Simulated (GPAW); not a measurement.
# Ballistic transport through 1,4-diisocyanobenzene between two Au chains, cheap and dear, part 3 of 3

How well does 1,4-diisocyanobenzene between two Au chains conduct at low bias, and how far do basis and functional move the answer?

GPAW 26.7.0; GPAW LCAO, PAW setups; Landauer transmission from Green's functions with principal layers (ASE), zero bias.

So far, transmission at the Fermi level (one spin): step 2 (double-zeta polarised basis, PBE, GPAW) 1.6e-7; step 3 (basis szp(dzp), PBE, GPAW) 9.9e-8; step 4 (basis sz(dzp), PBE, GPAW) 2.3e-9; step 5 (LDA) 2.1e-7. Also open channels of the lead at the Fermi level (one spin): step 5 1.

## Step 8: Temperature 30, functional RPBE (continued)

One spin. Table of transmission, zone mean by energy, zero at the Fermi level:

energy (eV), log10 transmission, zone mean and a bar from the least value:
```
    -2.00       -2.4 #############################
    -1.85       -2.5 #############################
    -1.70       -2.5 #############################
    -1.60       -2.5 #############################
    -1.45       -2.5 #############################
    -1.30       -2.4 #############################
    -1.15       -2.4 #############################
    -1.05       -2.3 #############################
    -0.95       -2.3 #############################
    -0.90       -2.3 #############################
    -0.75       -2.3 #############################
    -0.60       -2.4 #############################
    -0.50       -2.4 #############################
    -0.35       -2.4 #############################
    -0.20       -2.2 ##############################
    -0.05       -6.7 ###########
     0.00       -6.9 ##########
     0.05       -7.0 #########
     0.20       -7.7 ######
     0.35       -9.2 
     0.50       -7.5 #######
     0.60       -7.0 #########
     0.75       -6.6 ###########
     0.90       -6.3 ############
     1.05       -6.1 #############
     1.15       -6.0 ##############
     1.30       -5.8 ###############
     1.45       -5.6 ###############
     1.60       -5.4 ################
     1.70       -5.3 #################
     1.85       -5.1 #################
     2.00       -5.0 ##################
```

Crossings of the lead's bands, unfolded to its shortest repeat. Open channels, zone mean against energy, zero at the Fermi level:

```csv
energy (eV),"open channels, zone mean"
-2.00,3
-1.85,3
-1.70,3
-1.60,3
-1.45,3
-1.30,5
-1.15,6
-1.05,6
-0.90,6
-0.75,4
-0.60,4
-0.50,4
-0.35,4
-0.20,3
-0.05,1
0.00,1
0.05,1
0.20,1
0.35,1
0.50,1
0.60,1
0.75,1
0.90,1
1.05,1
1.15,1
1.30,1
1.45,1
1.60,1
1.70,1
1.85,1
2.00,1
```

Not self-consistent under bias; the bias window is split evenly. The current through one cell, from the zero-bias transmission by bias:

```
bias (V)  current through one cell, from the zero-bias transmission (nA)
   0.100                                                         0.00106
   0.200                                                         0.00225
   0.500                                                            41.0
   1.000                                                             125
   1.500                                                             208
   2.000                                                             301
```

Table of transmission of the three most open eigenchannels by energy, zero at the Fermi level:

```csv
energy (eV),channel 1,channel 2,channel 3
-2.00,0.00370,9.0e-6,2.7e-8
-1.85,0.00320,8.2e-6,2.7e-8
-1.70,0.00305,8.0e-6,1.1e-7
-1.60,0.00310,8.2e-6,1.9e-7
-1.45,0.00337,8.8e-6,3.5e-7
-1.30,0.00383,9.6e-6,5.7e-7
-1.15,0.00437,1.0e-5,1.4e-6
-1.05,0.00468,1.1e-5,8.4e-7
-0.90,0.00486,1.0e-5,5.5e-7
-0.75,0.00462,8.4e-6,5.7e-7
-0.60,0.00419,6.5e-6,7.9e-7
-0.50,0.00400,5.4e-6,9.6e-7
-0.35,0.00426,4.5e-6,8.2e-7
-0.20,0.00648,5.1e-6,4.6e-7
-0.05,1.9e-7,7.8e-12,0
0.00,1.3e-7,1.3e-12,0
0.05,9.3e-8,0,0
0.20,1.8e-8,0,0
0.35,6.8e-10,0,0
0.50,3.5e-8,0,0
0.60,9.0e-8,0,0
0.75,2.3e-7,0,0
0.90,4.5e-7,0,0
1.05,8.0e-7,0,0
1.15,1.1e-6,0,0
1.30,1.8e-6,0,0
1.45,2.7e-6,0,0
1.60,4.0e-6,0,0
1.70,5.1e-6,0,0
1.85,7.5e-6,0,0
2.00,1.1e-5,0,0
```

With these changes, and at 30 K in place of 77 K, the conductance is 1.3e-7 G₀ against 1.6e-7 in the dzp run; T at the Fermi level, which temperature doesn't enter, is 1.3e-7 against 1.6e-7.

## Step 9: Outcome

```
conductance                                        : 1.6e-7 G₀
transmission at the Fermi level, mean of the spins : 1.6e-7
thermopower                                        : 11.7 μV/K
```

In the dzp basis the junction conducts 1.6e-7 G₀ at 77 K, with T = 1.6e-7 a spin at the Fermi level; no smaller basis tried comes within 10 % of that conductance. The junction is in the tunnelling regime at the Fermi level. The positive thermopower says that the thermally weighted transmission is larger below the Fermi level, as for hole-like transport. Measured against the first run (dzp), the nearest curve is that of dzp-LDA (r.m.s. 3.7e-4) and the farthest that of sz (0.0065). Over the compared runs wall time goes from 71 s (dzp-LDA) to 93 s (dzp), on a shared host. The geometry was built from estimated bond lengths and not relaxed, so the numbers describe this model structure. Spin-orbit coupling is left out, which matters for the heavy atoms here. Energies count from the junction cell's Fermi level; in the run with T = 1.6e-7 there, the aligned lead's own level lies at -0.028 eV, where T interpolates to 1.9e-7; the finite cell leaves the answer open by at least that much. The chain lies on the anchor's axis and its one channel at the Fermi level has σ symmetry, so it cannot couple to the molecule's π orbitals; what passes goes through σ states, and a tilted or bulk contact would conduct differently. An evenly spaced straight chain is an idealisation: free chains tend to dimerise, zigzag or, where a band edge lies near the Fermi level, turn magnetic. The currents use the zero-bias T(E) throughout, which holds only while the bias is small against the distance to the nearest feature. The energy step is wider than the thermal energy, so the conductance and thermopower rest on interpolation of T(E).

[Logs are printed without paths, hosts, clocks, repeated set-up lines and the standing remarks that a program may print on its own settings, such as how far it seeks lower states.]

[Hosts, paths, dates, database ids (printed as entryN), source tags and the programs' standing remarks are cut or masked in the printed files.]
